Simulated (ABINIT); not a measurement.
Planning a run of ABINIT 10.8.3 on BaZrSe3 (P1). The input:

```
acell 3*1.0 Angstrom
rprim 
  5.287383000000 -0.000000000000 -0.000000000000
  0.003576000000 5.296392000000 -0.000000000000
  0.007950000000 0.010054000000 5.309462000000
ntypat 3
znucl 56 40 34
natom 5
typat 1 2 3 3 3
xred 
  0.998643000000 0.998478000000 0.998673000000
  0.476578000000 0.490069000000 0.476727000000
  0.488317000000 0.998506000000 0.502693000000
  0.983845000000 0.511636000000 0.518540000000
  0.492614000000 0.501310000000 0.993370000000
pp_dirpath "pseudos"
pseudos "Ba.upf, Zr.upf, Se.upf"
ecut 39
ngkpt 2 2 2
nshiftk 1
shiftk 0 0 0
kptopt 1
chksymbreak 0
istwfk *1
occopt 1
irdwfk 1
optdriver 3
nband 191
ecuteps 4.5
inclvkb 2
awtr 1
symchi 1
indata_prefix "in"
outdata_prefix "out"
tmpdata_prefix "tmp"
```

```sh
OMP_NUM_THREADS=1 mpirun -n 4 abinit run.abi > log
```

Q: Estimate wall time and host memory on 4 MPI ranks of Intel Xeon 6975P-C (Granite Rapids), shared host.

It took 3.6 min; on shared hardware allow 1.8 min to 7.3 min. Peak host memory was 3.2 GiB.

[Paths, hosts, dates, memory and timing lines, banners, echoed tables and standing remarks are left out of the program output.]

[Logs are printed without paths, hosts, clocks, repeated set-up lines and the standing remarks that a program may print on its own settings, such as how far it seeks lower states.]

[Runs of the session that timed out or met a known fault of the program may be left out.]

[Hosts, paths, dates, database ids (printed as entryN), source tags and the programs' standing remarks are cut or masked in the printed files.]

[G0W0 gaps are taken among the corrected bands and points alone; a level outside them can change the order at an edge.]

[Where Ansatz stands beside ABINIT at settings called matched, ABINIT's density can come from a denser mesh and the files from another edition; pairs whose starting gaps differed by over 0.03 eV were left out, so agreement reads better than it is.]
